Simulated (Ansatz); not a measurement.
# A convergence test on SiC (F-43m): k mesh of the hybrid

Aim: see how gap, energy and time of SiC (F-43m) follow the k mesh of the hybrid.

Method: DFT, HSE06, plane waves, PAW, in Ansatz 0.2.0.

## Step 1: The structure

Symmetry: F-43m, No. 216, cubic system. Conventional cell: a = 4.358 Å, b = 4.358 Å, c = 4.358 Å, α = 90.00°, β = 90.00°, γ = 90.00°. Nearest to Si lie 4 C at 1.89 Å. C has 4 Si at 1.89 Å nearest. Farther neighbours are not listed.

The cell and positions come from the Crystallography Open Database and are kept as given unless a step says otherwise. The default PAW set here is soft_2. Its files were made with PBE.

## Step 2: k mesh of the hybrid: 4×4×4

File input.yaml:

```yaml
crystal:
  lattice:
    - [0.0, 2.179, 2.179]
    - [2.179, 0.0, 2.179]
    - [2.179, 2.179, 0.0]
  atoms:
    - { symbol: Si, position: [0.0, 0.0, 0.0] }
    - { symbol: C, position: [0.25, 0.25, 0.25] }
kpoints:
  mp_grid: { grid: [4, 4, 4] }
  band_path:
    path:
      - [0.0, 0.0, 0.0]
      - [-0.5, -0.5, 0.0]
      - [-0.375, -0.375, 0.25]
      - [-0.375, 0.0, 0.375]
      - [0.0, 0.0, 0.5]
      - [-0.5, -0.25, 0.25]
    npoints: 1
hamiltonian:
  xc: hse06
scf:
  occupations: { method: fixed }
  n_extra_bands: 4
output:
  eigenvalues: true
```

Launch:

```bash
ansatz run input.yaml --threads 3 --pin off --max-ram 92160MiB --backend cuda --events-out ev --progress --plain --runs-dir out --devices 1 --max-vram 13GiB  # rebuilt from the run's record
```

Numbers of over 12 decimals in the logs are rounded to 6 here.

Output:

```text
scf.n_extra_bands = 4 over 4 filled bands (N_el = 8.0): the run solves 8 bands
exact exchange: scf.exx.singularity resolves to wigner_seitz, which cuts the screened interaction at the faces of the exchange supercell's Wigner-Seitz cell, so that each pair interacts once, at the shortest of its separations (the periodic images that this leaves out come, for a point-like exchange hole, to about 0.001 eV on a filled level). The cut falls within the interaction's reach, and what an exchange supercel [...]
GPUs: using 1 of 1 available (devices: 1).
Engine: ansatz 0.2.0, x86_64-unknown-linux-gnu
Pseudopotentials: kind: paw
Pseudopotential: Si, paw, valence charge 4, recommended cutoff 420 eV (normal), Si.paw.azcp
Pseudopotential: C, paw, valence charge 4, recommended cutoff 420 eV (normal), C.paw.azcp
Functional definition: HSE06
  parameter a = 0.25
  parameter omega = 0.11/bohr
  exchange = pbe_x - a*pbe_x_sr(omega) + a*exact_x_sr(omega)
  correlation = pbe_c
davidson cushion auto → on  (no smearing: the cushion is to keep the highest requested band from converging to the state above it; pin scf.eigensolver.cushion to override)
device memory: the entry about to start is reckoned to put 0.7 GiB on a device that reports 39.0 GiB free (of which the cap on the GPU budget leaves the run 13.0 GiB)
GPU FFT provider: cuFFT
GPU libraries: cuBLAS 13.8.2, cuFFT 12.4.0, cuSOLVER 12.3.4
Crystal: 2 atoms, lattice volume = 20.692 Å³
Basis set: ecut = 420 eV, 411 PW (Γ)
Bands: 8, of which v1, the nominal top of the filled ones, is band 4 counted from 1 (3 counted from 0)
Symmetry: 24 space group operations
Space group: F-43m (ITA 216), of the structure as read, at distance tolerance 2.7e-5 Å
k-points: 8 of 64 (time reversal used)
Non-local potential: Si, projectors of the file, l = 0: 2, l = 1: 2, l = 2: 2
Non-local potential: C, projectors of the file, l = 0: 2, l = 1: 2, l = 2: 1
PAW form: soft (Blöchl's): semilocal exchange-correlation on the pseudo side does not see the compensation charge
PAW frozen core: Si, regenerated for the run's functional, and the local potential with it (the file was generated under x = pbe(κ = 0.804, μ = 0.219515), c = pbe(β = 0.066725))
PAW frozen core: C, regenerated for the run's functional, and the local potential with it (the file was generated under x = pbe(κ = 0.804, μ = 0.219515), c = pbe(β = 0.066725))
PAW one-centre angular grid: Si, 110 points (default); XC on 64 Gauss nodes
PAW one-centre angular grid: C, 110 points (default); XC on 64 Gauss nodes
Initial density: superposition of atomic densities (neutral atoms: chi_scale 0, normalization atom), corrected by the library's trained network
Initial wavefunctions: pseudopotential atomic-orbital guess
GPU buffer pool allocated for 13824 grid points (all kernels)
GPU transforms: local potential and band sums: pruned to the plane-wave sphere, on 24×24×24
Functional: x = pbe(κ = 0.804, μ = 0.219515), c = pbe(β = 0.066725), warm-up for x = pbe(κ = 0.804, μ = 0.219515) + 0.25 (exact − pbe) at short range (hse, ω = 0.207870 Å⁻¹), c = pbe(β = 0.066725); HSE06 as pw.x's `hse` composes it (authors' and Libxc's form: `xc: wpbeh`)
SCF iter   1: F=—  HF=-887.027466 eV  |F-HF|=—  |Δ(HF+E_count)|=         —  Δρ=2.45e-3  dr2=1.39e-3  ethr=1.77e-3  ⟨swp⟩=6.0  Hψ=330  notcnv=0
preconditioner: auto → none  [insulator: Δε(μ)=1.335 eV  Ē_g=13.971 eV  n_scr=0 (ndim 8)  ℏωp=23.1 eV  f_vac=0.000]
iter 2 solved again at ethr=1.02e-6 eV; its pass at ethr=1.74e-5 eV (dr2=8.14e-5 eV) is discarded
SCF iter   2: F=-887.027260 eV  HF=-887.027237 eV  |F-HF|=2.32e-5  |Δ(HF+E_count)|=   2.29e-4  Δρ=8.71e-4  dr2=8.26e-5  ethr=1.02e-6  ⟨swp⟩=2.2  Hψ=353  notcnv=0
SCF 1 stopped early in 2 iterations: F = -887.027260 eV  dr2 = 8.26e-5
  greatest PAW one-centre occupation: 0.639 electrons in one spin orbital (limit 2), on the C atom at site 1 (counted from 0), in its partial waves of l = 0
[...]
Frozen-core exchange: fock
SCF iter   1: F=—  HF=-887.674976 eV  |F-HF|=—  |Δ(HF+E_count)|=         —  Δρ=6.10e-3  dr2=4.17e-3  ethr=1.03e-5  ⟨swp⟩=5.6  Hψ=317  notcnv=0
preconditioner: auto → none  [insulator: Δε(μ)=2.191 eV  Ē_g=15.908 eV  n_scr=0 (ndim 8)  ℏωp=23.1 eV  f_vac=0.000]
SCF iter   2: F=—  HF=-887.673471 eV  |F-HF|=—  |Δ(HF+E_count)|=   1.51e-3  Δρ=2.76e-3  dr2=9.64e-4  ethr=1.03e-5  ⟨swp⟩=2.9  Hψ=175  notcnv=0
SCF iter   3: F=—  HF=-887.675290 eV  |F-HF|=—  |Δ(HF+E_count)|=   1.82e-3  Δρ=5.04e-4  dr2=5.15e-5  ethr=9.38e-6  ⟨swp⟩=2.5  Hψ=165  notcnv=0
SCF iter   4: F=—  HF=-887.675279 eV  |F-HF|=—  |Δ(HF+E_count)|=   1.09e-5  Δρ=1.72e-4  dr2=7.31e-6  ethr=5.11e-7  ⟨swp⟩=3.0  Hψ=194  notcnv=0
SCF iter   5: F=-887.675291 eV  HF=-887.675291 eV  |F-HF|=3.52e-7  |Δ(HF+E_count)|=   1.21e-5  Δρ=7.49e-5  dr2=9.25e-7  ethr=7.27e-8  ⟨swp⟩=2.9  Hψ=174  notcnv=0
SCF 2 stopped early in 5 iterations: F = -887.675291 eV  dr2 = 9.25e-7
  greatest PAW one-centre occupation: 0.641 electrons in one spin orbital (limit 2), on the C atom at site 1 (counted from 0), in its partial waves of l = 0
hybrid outer 1: dexx = +2.340e-3 eV, tail = 3.91e-6 eV
GPU FFT provider: cuFFT
GPU libraries: cuBLAS 13.8.2, cuFFT 12.4.0, cuSOLVER 12.3.4
GPU buffer pool allocated for 13824 grid points (all kernels)
GPU transforms: local potential and band sums: pruned to the plane-wave sphere, on 24×24×24
Exchange kernel: α = 0.2500, screened, ω = 0.2079 Å⁻¹, Wigner–Seitz truncation, v(0) = 959.7264 eV·Å³, q-mesh 4×4×4, nearest image of the exchange supercell L = 12.33 Å, pair-density grid 12×12×12, without the augmentation charges, whose exchange is taken in its separable form by FFT convolution over the k-point mesh (sized by the pseudopotential files, 18×18×18 at the most), smooth part of the exact exchange by density-matrix convolution in up to 358.2 MiB of GPU memory as planned if the GPU has room (build and FFT work areas not counted)
Frozen-core exchange: fock
SCF iter   1: F=—  HF=-887.675281 eV  |F-HF|=—  |Δ(HF+E_count)|=         —  Δρ=2.21e-5  dr2=7.38e-8  ethr=2.44e-7  ⟨swp⟩=2.1  Hψ=161  notcnv=0
preconditioner: auto → none  [insulator: Δε(μ)=2.227 eV  Ē_g=15.914 eV  n_scr=0 (ndim 8)  ℏωp=23.1 eV  f_vac=0.000]
iter 2 solved again at ethr=4.96e-11 eV; its pass at ethr=8.80e-10 eV (dr2=3.97e-9 eV) is discarded
SCF iter   2: F=-887.675281 eV  HF=-887.675281 eV  |F-HF|=5.71e-10  |Δ(HF+E_count)|=   3.64e-9  Δρ=7.30e-6  dr2=7.87e-9  ethr=4.96e-11  ⟨swp⟩=2.0  Hψ=383  notcnv=0
SCF 3 converged in 2 iterations: F = -887.675281 eV  dr2 = 7.87e-9
hybrid outer 2: dexx = +2.859e-8 eV, tail = 1.70e-8 eV, Δε = 1.13e-3 eV (about 1.03e-4 eV left of the loop's levels)
device memory: the entry about to start is reckoned to put 0.3 GiB on a device that reports 37.7 GiB free (of which the cap on the GPU budget leaves the run 13.0 GiB)
NSCF: frozen V_eff on 6 k-points
hybrid SCF converged: 2 outer / 7 inner (+2 warm-up), last move |dexx| = 2.86e-8 eV, tail = 1.70e-8 eV
Stability not checked: this state was not tested for a lower state beside it, because the functional holds exact exchange (a hybrid, or Hartree-Fock), whose exchange loop this test does not read (fock_operator; see scf.lower_state_search)
Free energy (F): -887.675281 eV
Frozen-core exchange: fock
Harris-Foulkes:  -887.675281 eV  (|F-HF|=5.71e-10)
Internal energy: -887.675281 eV  (E = F + TS)
E sigma→0 (E₀):  -887.675281 eV
Fermi energy:    8.901487 eV
--- Per-component energies (eV) ---
  E_band       = 19.512931
  E_kinetic    = 136.244196
  E_local      = -103.819037  (includes V_loc(G=0)·N_el)
  E_nonlocal   = 50.432234
  E_hartree    = 32.456822
  E_xc         = -85.724999
  E_vxc        = -88.361037  (∫ρ·V_xc dr)
  E_exx        = -15.236121  (= α·E_x^exact, valence–valence)
  E_paw        = -617.168272  (= ΣΔE_a)
  E_vpaw       = -9.424330  (= ΣTr[D̂ρ^β])
  E_aug_tail   = 0.000011  (compensation charges beyond the density's cutoff)
  E_ewald      = -284.783780
  E_core_change = -0.076335  (= ΣΔE_core)
  E_smearing   = -0.000000  (= −TS)
  E_closure    = 0.000000  (closes the sum)
  Σ components = -887.675281   (vs F -887.675281, Δ=-1.14e-13)
--- Band table (eV; the first three rows and the last of 8) ---
  k-point 0: bands = ["-8.0688", "8.9015", "8.9015", "8.9015", "16.4479", "17.4839", "17.4839", "17.4839"]
  k-point 1: bands = ["-6.7689", "4.2128", "8.2420", "8.2420", "16.1232", "18.1264", "18.1264", "19.7749"]
  k-point 2: bands = ["-4.2126", "-0.4428", "7.7441", "7.7441", "15.5422", "17.3619", "17.3619", "20.4377"]
  k-point 7: bands = ["-2.4047", "1.2295", "3.4662", "3.8552", "15.2195", "19.7899", "19.9261", "19.9310"]
```

Wall time 11 s (1 × NVIDIA H100 80GB HBM3 (shared by 6 runs) with 3 threads of AMD EPYC 7R13 (Zen 3), shared host); peak memory 0.98 GiB; 7.3 s of CPU time.

Numbers from this step:

```
gap                     : 2.227 eV
valence top at          : Γ
conduction bottom at    : X
least direct gap        : 5.729 eV
exact-exchange fraction : 0.25
```

The gap is indirect, with the least direct gap 3.50 eV higher.

## Step 3: k mesh of the hybrid: 8×8×8

Edit input.yaml of step 2 so:

```diff
@@ -9,3 +9,3 @@
 kpoints:
-  mp_grid: { grid: [4, 4, 4] }
+  mp_grid: { grid: [8, 8, 8] }
   band_path:
```

Output:

```text
[...]
GPUs: using 1 of 1 available (devices: 1).
[...]
GPU FFT provider: cuFFT
GPU libraries: cuBLAS 13.8.2, cuFFT 12.4.0, cuSOLVER 12.3.4
Crystal: 2 atoms, lattice volume = 20.692 Å³
Basis set: ecut = 420 eV, 411 PW (Γ)
Bands: 8, of which v1, the nominal top of the filled ones, is band 4 counted from 1 (3 counted from 0)
Symmetry: 24 space group operations
[...]
k-points: 29 of 512 (time reversal used)
[...]
SCF 3 converged in 2 iterations: F = -887.790835 eV  dr2 = 1.10e-8
[...]
NSCF: frozen V_eff on 6 k-points
[...]
Free energy (F): -887.790835 eV
Frozen-core exchange: fock
[...]
Internal energy: -887.790835 eV  (E = F + TS)
E sigma→0 (E₀):  -887.790835 eV
Fermi energy:    8.872285 eV
[...]
--- Band table (eV; the first three rows and the last of 29) ---
[...]
```

Run time: 21 s. Hardware: 1 × NVIDIA H100 80GB HBM3 (shared by 6 runs) with 3 threads; peak memory 1.1 GiB; 13 s of CPU time.

This step gave:

```yaml
gap: 2.228 eV
valence_top_at: Γ
conduction_bottom_at: X
least_direct_gap: 5.719 eV
```

The gap is 2.228 eV, +0.001 eV from the run before at this level.

## Step 4: The series

Differences are against the last row; a negative gap means that bands overlap, and a run with a band path holds that path's time. Times are wall times on 1 × NVIDIA H100 80GB HBM3 (shared by 6 runs) with 3 threads of AMD EPYC 7R13 (Zen 3), shared host, good to a factor of about two.

| k mesh of the hybrid | gap (eV) | direct gap (eV) | gap error (eV) | energy error (meV/atom) | irreducible k | time |
| --- | --- | --- | --- | --- | --- | --- |
| 4×4×4 | 2.227 | 5.729 | −0.001 | +57.8 | 8 | 11 s |
| 8×8×8 | 2.228 | 5.719 | +0.000 | +0.0 | 29 | 21 s |

## Step 5: What came out

| Property | Result |
| --- | --- |
| 4×4×4 | 2.227 eV |
| 8×8×8 | 2.228 eV |

The gap holds to 0.02 eV from 4×4×4 on, the cheapest setting tried. At 4×4×4 the gap is off by −0.001 eV and the energy by +58 meV/atom. The gap is read over the mesh and added points near the edges, so meshes differ mainly through the density and, for a hybrid, the exchange operator.

[Paths, hosts, dates, memory and timing lines, banners, echoed tables and standing remarks are left out of the program output.]

[Logs are printed without paths, hosts, clocks, repeated set-up lines and the standing remarks that a program may print on its own settings, such as how far it seeks lower states.]

[Runs of the session that timed out or met a known fault of the program may be left out.]

[Cells called generated may have been cut or substituted from an entry of the Crystallography Open Database or the Materials Project.]

[Hosts, paths, dates, database ids (printed as entryN), source tags and the programs' standing remarks are cut or masked in the printed files.]
